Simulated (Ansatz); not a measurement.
# Resistivity from frozen vibrations: V(100) with 4 thermally displaced layers, 2x2

How much do lattice vibrations at 180 K scatter the electrons of V? Layers with random displacements are laid between perfect leads, and the resistance is followed against their length.

Calculated with Ansatz 0.2.0; Ansatz plane-wave DFT, PBE, PAW files; ballistic transport by layer matching (Landauer), zero bias; PAW set soft_1.

## (1) Starting point

The cell holds 56 atoms: 56 V. Its edges and angles: a = 6.052 Å, b = 6.052 Å, c = 21.182 Å, α = 90.0°, β = 90.0°, γ = 90.0°. It derives from V. Regions: lead, 40 atoms (40 V); scattering region, 16 atoms (16 V). The structure is stacked along c, and the current runs across the ab planes.

## (2) With 4 displaced layers

Each atom of 4 layers is moved at random, by amounts drawn from a normal law 0.0631 Å wide in each direction from the Debye model (380 K) at 180 K. The layers about the cell's end stay perfect and serve as the lead. Disorder leaves little or no symmetry, which makes such runs dear. Energies from -0.05 to 0.05 eV in steps of 0.05 eV are too few for the program's thermal sum, so it prints no conductance; for a metal the transmission near the Fermi level serves, at a fraction of the cost.

input.yaml reads:

```yaml
crystal:
  lattice:
    - [6.052, 0.0, 0.0]
    - [0.0, 6.052, 0.0]
    - [0.0, 0.0, 21.182]
  atoms:
    - { symbol: V, position: [0.0, 0.0, 0.0357142857] }
    - { symbol: V, position: [0.0, 0.5, 0.0357142857] }
    - { symbol: V, position: [0.5, 0.0, 0.0357142857] }
    - { symbol: V, position: [0.5, 0.5, 0.0357142857] }
    - { symbol: V, position: [0.25, 0.25, 0.1071428571] }
    - { symbol: V, position: [0.25, 0.75, 0.1071428571] }
    - { symbol: V, position: [0.75, 0.25, 0.1071428571] }
    - { symbol: V, position: [0.75, 0.75, 0.1071428571] }
    - { symbol: V, position: [0.0, 0.0, 0.1785714286] }
    - { symbol: V, position: [0.0, 0.5, 0.1785714286] }
    - { symbol: V, position: [0.5, 0.0, 0.1785714286] }
    - { symbol: V, position: [0.5, 0.5, 0.1785714286] }
    - { symbol: V, position: [0.25, 0.25, 0.25] }
    - { symbol: V, position: [0.25, 0.75, 0.25] }
    - { symbol: V, position: [0.75, 0.25, 0.25] }
    - { symbol: V, position: [0.75, 0.75, 0.25] }
    - { symbol: V, position: [0.0, 0.0, 0.3214285714] }
    - { symbol: V, position: [0.0, 0.5, 0.3214285714] }
    - { symbol: V, position: [0.5, 0.0, 0.3214285714] }
    - { symbol: V, position: [0.5, 0.5, 0.3214285714] }
    - { symbol: V, position: [0.2513112287, 0.2486222908, 0.3947654022] }
    - { symbol: V, position: [0.2510939935, 0.7444135545, 0.3939345831] }
    - { symbol: V, position: [0.7635992938, 0.2598770183, 0.3907602318] }
    - { symbol: V, position: [0.7368030385, 0.7434999292, 0.3929802814] }
    - { symbol: V, position: [0.9757524727, 0.9977182423, 0.4605732891] }
    - { symbol: V, position: [0.9923632526, 0.4943239742, 0.4633432387] }
    - { symbol: V, position: [0.5042928562, 0.0108722739, 0.4639027212] }
    - { symbol: V, position: [0.514250719, 0.4930627473, 0.4653331044] }
    - { symbol: V, position: [0.2594222056, 0.2509804454, 0.5334988904] }
    - { symbol: V, position: [0.2403874127, 0.7452264204, 0.5363703984] }
    - { symbol: V, position: [0.7394707869, 0.2478185276, 0.535239845] }
    - { symbol: V, position: [0.7556404277, 0.7522386598, 0.5367731853] }
    - { symbol: V, position: [0.9931812829, 0.9986482716, 0.609478859] }
    - { symbol: V, position: [0.015574853, 0.486869324, 0.6116538768] }
    - { symbol: V, position: [0.5140360082, 0.0081482231, 0.6079308523] }
    - { symbol: V, position: [0.4967261285, 0.5152055606, 0.6129838142] }
    - { symbol: V, position: [0.25, 0.25, 0.6785714286] }
    - { symbol: V, position: [0.25, 0.75, 0.6785714286] }
    - { symbol: V, position: [0.75, 0.25, 0.6785714286] }
    - { symbol: V, position: [0.75, 0.75, 0.6785714286] }
    - { symbol: V, position: [0.0, 0.0, 0.75] }
    - { symbol: V, position: [0.0, 0.5, 0.75] }
    - { symbol: V, position: [0.5, 0.0, 0.75] }
    - { symbol: V, position: [0.5, 0.5, 0.75] }
    - { symbol: V, position: [0.25, 0.25, 0.8214285714] }
    - { symbol: V, position: [0.25, 0.75, 0.8214285714] }
    - { symbol: V, position: [0.75, 0.25, 0.8214285714] }
    - { symbol: V, position: [0.75, 0.75, 0.8214285714] }
    - { symbol: V, position: [0.0, 0.0, 0.8928571429] }
    - { symbol: V, position: [0.0, 0.5, 0.8928571429] }
    - { symbol: V, position: [0.5, 0.0, 0.8928571429] }
    - { symbol: V, position: [0.5, 0.5, 0.8928571429] }
    - { symbol: V, position: [0.25, 0.25, 0.9642857143] }
    - { symbol: V, position: [0.25, 0.75, 0.9642857143] }
    - { symbol: V, position: [0.75, 0.25, 0.9642857143] }
    - { symbol: V, position: [0.75, 0.75, 0.9642857143] }
kpoints:
  mp_grid: { grid: [4, 4, 1] }
hamiltonian:
  xc: pbe
  pseudopotentials: { kind: paw, azcp: { folder: soft_1 } }
scf:
  occupations: { method: fermi_dirac, width: 0.1 }
output:
  transmission: { leads: [[0, 4]], kmesh: [8, 8], e_range: [-0.05, 0.05], de: 0.05 }
  write_potential: true
  write_density: true
  volumetric_format: npy
  elf: true
```

Run with:

```console
ansatz run input.yaml --threads 4 --pin off --max-ram 15360MiB --backend cpu --events-out ev --progress --plain --runs-dir out
```

Numbers of over 12 decimals in the logs are rounded to 6 here.

Output:

```text
Engine: ansatz 0.2.0, aarch64-unknown-linux-gnu
Pseudopotentials: kind: paw
Pseudopotential: V, paw, valence charge 13, recommended cutoff 420 eV (normal), soft_1/V.paw.azcp
Functional definition: PBE
  parameter kappa = 0.804
  parameter beta = 0.066725
  exchange = pbe_x(kappa = kappa, mu = beta*pi^2/3)
  correlation = pbe_c(beta = beta)
Crystal: 56 atoms, lattice volume = 775.827 Å³
Basis set: ecut = 420 eV, 15155 PW (Γ)
Bands: 437, of which v1, the nominal top of the filled ones, is band 364 counted from 1 (363 counted from 0)
Symmetry: 1 space group operations
Space group: P1 (ITA 1), of the structure as read, at distance tolerance 9.2e-5 Å
k-points: 10 of 16 (time reversal used)
Non-local potential: V, projectors of the file, l = 0: 3, l = 1: 2, l = 2: 3, l = 3: 1
PAW form: soft (Blöchl's): semilocal exchange-correlation on the pseudo side does not see the compensation charge
PAW one-centre angular grid: V, 590 points (default); XC on 64 Gauss nodes
Initial density: superposition of atomic densities (chi_scale 0.1, normalization cell)
Initial wavefunctions: pseudopotential atomic-orbital guess
Functional: x = pbe(κ = 0.804, μ = 0.219515), c = pbe(β = 0.066725)
SCF iter   1: F=—  HF=-163110.469373 eV  |F-HF|=—  |Δ(HF+E_count)|=         —  Δρ=8.29e-2  dr2=6.25e1  ethr=3.10e-3  ⟨swp⟩=6.3  Hψ=15660  notcnv=0
preconditioner: auto → Kerker (q_TF=auto, 2.700 Å⁻¹)  [metal: Δε(μ)=0.008 eV  Ē_g=3.250 eV  σ=0.100 eV  W_gap=0.02  n_scr=262 (ndim 8)  ℏωp=22.3 eV  f_vac=0.000  D(μ)=89.72/eV (n_scr^D=1258)]
SCF iter   2: F=—  HF=-163096.787863 eV  |F-HF|=—  |Δ(HF+E_count)|=    1.37e1  Δρ=2.99e-2  dr2=8.26e0  ethr=3.10e-3  ⟨swp⟩=3.5  Hψ=9403  notcnv=0
SCF iter   3: F=—  HF=-163095.855616 eV  |F-HF|=—  |Δ(HF+E_count)|=   9.32e-1  Δρ=9.49e-3  dr2=3.98e-1  ethr=1.13e-3  ⟨swp⟩=2.9  Hψ=6409  notcnv=0
SCF iter   4: F=—  HF=-163095.961171 eV  |F-HF|=—  |Δ(HF+E_count)|=   1.06e-1  Δρ=1.82e-3  dr2=1.88e-2  ethr=5.47e-5  ⟨swp⟩=2.4  Hψ=7142  notcnv=0
SCF iter   5: F=—  HF=-163095.960739 eV  |F-HF|=—  |Δ(HF+E_count)|=   4.31e-4  Δρ=3.16e-4  dr2=6.24e-4  ethr=2.58e-6  ⟨swp⟩=2.0  Hψ=5352  notcnv=0
SCF iter   6: F=—  HF=-163095.960903 eV  |F-HF|=—  |Δ(HF+E_count)|=   1.64e-4  Δρ=1.22e-4  dr2=1.66e-4  ethr=8.58e-8  ⟨swp⟩=2.0  Hψ=8100  notcnv=0
SCF iter   7: F=—  HF=-163095.960887 eV  |F-HF|=—  |Δ(HF+E_count)|=   1.58e-5  Δρ=4.93e-5  dr2=2.25e-5  ethr=2.27e-8  ⟨swp⟩=2.0  Hψ=5322  notcnv=0
SCF iter   8: F=—  HF=-163095.961046 eV  |F-HF|=—  |Δ(HF+E_count)|=   1.59e-4  Δρ=1.32e-5  dr2=2.15e-6  ethr=3.09e-9  ⟨swp⟩=2.0  Hψ=5724  notcnv=0
SCF iter   9: F=—  HF=-163095.961046 eV  |F-HF|=—  |Δ(HF+E_count)|=   1.15e-7  Δρ=3.68e-6  dr2=1.65e-7  ethr=2.95e-10  ⟨swp⟩=2.0  Hψ=5475  notcnv=0
SCF iter  10: F=-163095.961046 eV  HF=-163095.961046 eV  |F-HF|=2.76e-8  |Δ(HF+E_count)|=   1.25e-8  Δρ=1.66e-6  dr2=2.85e-8  ethr=1.37e-11  ⟨swp⟩=10.4  Hψ=10696  notcnv=0
SCF 1 converged in 10 iterations: F = -163095.961046 eV  dr2 = 2.85e-8
  greatest PAW one-centre occupation: 1.000 electrons in one spin orbital (limit 2), on the V atom at site 43 (counted from 0), in its partial waves of l = 0
transmission: 96 of 918 steps passed
transmission: 186 of 918 steps passed
[...]
transmission: 918 of 918 steps passed
SCF converged after 10 iterations
Free energy (F): -163095.961046 eV
Harris-Foulkes:  -163095.961046 eV  (|F-HF|=2.76e-8)
Internal energy: -163092.676055 eV  (E = F + TS)
E sigma→0 (E₀):  -163094.318550 eV
Entropy (-TS):   -3.284992 eV (-58.661 meV/atom)
Fermi energy:    16.052881 eV
--- Per-component energies (eV) ---
  E_band       = -8458.791037
  E_kinetic    = 16524.092045
  E_local      = -56128.688360  (includes V_loc(G=0)·N_el)
  E_nonlocal   = 4551.994039
  E_hartree    = 23293.988169
  E_xc         = -6436.632690
  E_vxc        = -8142.381841  (∫ρ·V_xc dr)
  E_paw        = -63006.851609  (= ΣΔE_a)
  E_vpaw       = -11851.812769  (= ΣTr[D̂ρ^β])
  E_aug_tail   = 0.055337  (compensation charges beyond the density's cutoff)
  E_ewald      = -81890.632987
  E_smearing   = -3.284992  (= −TS)
  E_closure    = 0.000000  (closes the sum)
  Σ components = -163095.961046   (vs F -163095.961046, Δ=0.00e0)
--- Band table (eV; the first three rows and the last of 10) ---
  k-point 0: bands = [... 360 lower, 16.4294, 16.4374, 16.4388, 16.4441, 16.4510, 16.4558, 16.5576, 16.5842, ... 69 higher]
  k-point 1: bands = [... 360 lower, 16.2845, 16.2956, 16.3030, 16.3139, 16.3197, 16.3291, 16.3490, 16.3566, ... 69 higher]
  k-point 2: bands = [... 360 lower, 15.9496, 15.9536, 15.9589, 15.9639, 15.9675, 15.9778, 15.9793, 15.9835, ... 69 higher]
  k-point 9: bands = [... 360 lower, 15.5714, 15.5810, 15.5902, 15.5991, 15.6207, 15.6359, 15.6391, 15.6475, ... 69 higher]
--- Transmission ---
  basis      : 325 plane waves across, 27 finite elements along
  points     : 34, standing for a mesh of 8 x 8
  energies   : 3 from -0.050000 to 0.050000 eV about the Fermi level, 0.050000 eV apart; the leads are filled to 0.000000 eV, and channels, transmission and decay are at 0.000000 eV
  crystal 0  : V4, at the sites [0, 4], period 1.5130 Å, over 15.13 Å; its Hamiltonian steps by up to 1.9 meV
    offset         : up to 0.0000 Å between an atom of the period and one for which it stands
    channels       : 1.004688e1 a spin
    conductance    : none, the energies end too early or step too widely for 300 K: set another output.transmission.e_range or a lower de, or, where they end at an eighth of basis.ecutwfc, a higher one
  junction   : crystal 0 to crystal 0, 0.70 to 20.37 Å
    transmission   : 7.890793e0 a spin
    conductance    : none, the energies end too early or step too widely for 300 K: set another output.transmission.e_range or a lower de, or, where they end at an eighth of basis.ecutwfc, a higher one
```

The job ended after 11 min (4 threads of Arm Neoverse V2, shared host; peak memory 6.8 GiB).

The column dr2 measures how far the density is from self-consistency, as an energy; F and HF (Harris–Foulkes) agree once it is small.

This run has no spin polarisation, although V can carry a moment.

Numbers from this step:

| Quantity | Value |
| --- | --- |
| free energy | -163095.9610 eV |
| energy at zero smearing | -163094.3186 eV |
| Fermi energy | 16.05 eV |
| cell area | 36.63 Å² |
| transmission per spin nearest the Fermi level | 7.891 |
| open channels per spin nearest the Fermi level | 10.05 |
| step of the lead's potential | 1.9 meV |

Per spin. The transmission, zone mean by energy, zero at the Fermi level:

```csv
energy (eV),"transmission, zone mean"
-0.0500,8.03
0.0000,7.89
0.0500,7.51
```

Per spin. Table of open channels, zone mean, lead by energy, zero at the Fermi level:

```csv
energy (eV),"open channels, zone mean, lead"
-0.0500,10.5
0.0000,10.0
0.0500,9.42
```

Transmission over k1 and k2. At 0.0000 eV from the Fermi level.

Ten even steps from '0' (2.8) to '9' (11.5):
```
20477730
03699963
27888897
57988897
27988887
03699963
20377740
02125212
```
Columns: k1 (b1) from -0.5 to 0.375; rows upwards: k2 (b2) from -0.5 to 0.375.

Open channels over k1 and k2. At 0.0000 eV from the Fermi level.

Ten even steps from '_' (4.0) to '@' (14.0):
```
::__++%%%%%%++__
::++%%@@@@@@%%++
::%%@@######@@%%
**%%@@######@@%%
::%%@@######@@%%
::++%%@@@@@@%%++
::__++%%%%%%++__
__::::::**::::::
```
Columns: k1 (b1) from -0.5 to 0.375; rows upwards: k2 (b2) from -0.5 to 0.375.

Valence density in the ca plane at fractional y = 0.000, with atoms of V within 0.2 Å of it. It is the smooth field of the valence electrons, not physical close to the nuclei.

Ten even steps from '0' (0 e/Å³) to '9' (15 e/Å³), each cell a mean:
```
00266200001573000017940000037610000266100001
00011000000110000002310000001100000011000000
00000000000000000000000000000000000000000000
00000000000000000000000000000000000000000000
00000000000000000000000000000000000000000000
00000000000000000000000000000000000000000000
00133100000341000002420000025410000133100000
00288300001794000016951000049710000388200002
00266200001573000004630000025410000266100001
00011000000110000000100000001000000011000000
00000000000000000000000000000000000000000000
00000000000000000000000000000000000000000000
00000000000000000000000000000000000000000000
00000000000000000000000000000000000000000000
00133100000341000001200000013200000133100000
00289300001794000016830000039720000398200002
```
Columns run along c (16.0 Å, from fractional 0.12 to 0.88 of the cell), rows up along a (6.1 Å). Atoms in or near the plane, at fractional coordinates: V at (0.18, 0.00), V at (0.18, 0.50), V at (0.32, 0.00), V at (0.32, 0.50), V at (0.46, 0.98), V at (0.46, 0.50), V at (0.61, 0.99), V at (0.61, 0.51), V at (0.75, 0.00), V at (0.75, 0.50).

ELF in the ca plane at fractional y = 0.000, with atoms of V within 0.2 Å of it. It is the smooth field of the valence electrons, not physical close to the nuclei.

Values, 9 rows by 16 columns, each cell a mean:
```
0.31 0.58 0.31 0.32 0.58 0.31 0.34 0.63 0.31 0.31 0.60 0.32 0.32 0.58 0.32 0.31
0.42 0.24 0.43 0.42 0.24 0.43 0.37 0.25 0.43 0.41 0.25 0.43 0.40 0.25 0.44 0.41
0.45 0.29 0.46 0.45 0.29 0.44 0.46 0.29 0.48 0.44 0.27 0.46 0.44 0.29 0.46 0.44
0.32 0.48 0.33 0.32 0.48 0.31 0.31 0.49 0.33 0.32 0.54 0.33 0.32 0.48 0.33 0.31
0.31 0.69 0.30 0.32 0.69 0.30 0.32 0.68 0.30 0.31 0.68 0.30 0.32 0.69 0.30 0.32
0.34 0.33 0.35 0.34 0.33 0.36 0.34 0.31 0.36 0.34 0.27 0.37 0.33 0.33 0.36 0.33
0.48 0.36 0.48 0.48 0.36 0.48 0.46 0.39 0.47 0.48 0.39 0.48 0.47 0.36 0.48 0.48
0.37 0.25 0.38 0.37 0.25 0.39 0.37 0.22 0.40 0.35 0.23 0.39 0.36 0.25 0.39 0.35
0.31 0.67 0.30 0.32 0.66 0.31 0.32 0.60 0.30 0.30 0.65 0.31 0.32 0.66 0.30 0.32
```
Columns run along c (16.0 Å, from fractional 0.12 to 0.88 of the cell), rows up along a (6.1 Å). Atoms in or near the plane, at fractional coordinates: V at (0.18, 0.00), V at (0.18, 0.50), V at (0.32, 0.00), V at (0.32, 0.50), V at (0.46, 0.98), V at (0.46, 0.50), V at (0.61, 0.99), V at (0.61, 0.51), V at (0.75, 0.00), V at (0.75, 0.50).

Electrostatic potential energy in the ca plane at fractional y = 0.000, with atoms of V within 0.2 Å of it. With pseudopotentials it is smooth inside the atoms' cores, unlike the true potential.

Values in eV, 9 rows by 16 columns, each cell a mean:
```
  6 -21   8   5 -21   8  -1 -22   9   6 -22   7   4 -21   9   4
 16  10  17  16  10  17  14   4  16  16   8  16  16  10  17  16
 17  14  17  17  14  17  17  13  17  16  12  17  17  14  17  17
  9 -16  10   8 -16  10   7 -17  11   6 -19   9   7 -16  11   7
  1 -23   4   1 -23   4   1 -23   5   2 -23   5   0 -23   6   0
 12  -7  13  12  -7  14  12  -5  14  14  -2  15  11  -7  14  11
 17  16  18  17  16  18  18  17  18  18  17  18  17  16  18  17
 14   1  15  14   1  15  15   8  17  15   3  15  14   1  15  14
  3 -23   5   2 -23   5   1 -21  10   4 -23   5   1 -23   7   1
```
Columns run along c (16.0 Å, from fractional 0.12 to 0.88 of the cell; values clipped at the 3rd and 97th percentile), rows up along a (6.1 Å). Atoms in or near the plane, at fractional coordinates: V at (0.18, 0.00), V at (0.18, 0.50), V at (0.32, 0.00), V at (0.32, 0.50), V at (0.46, 0.98), V at (0.46, 0.50), V at (0.61, 0.99), V at (0.61, 0.51), V at (0.75, 0.00), V at (0.75, 0.50).

Over the solved energies the transmission per spin lies between 7.51 and 8.03, out of 9.98 channels of the lead on average (up to 10.5).

[end of part 1 of 2]

[Logs are printed without paths, hosts, clocks, repeated set-up lines and the standing remarks that a program may print on its own settings, such as how far it seeks lower states.]

[Hosts, paths, dates, database ids (printed as entryN), source tags and the programs' standing remarks are cut or masked in the printed files.]
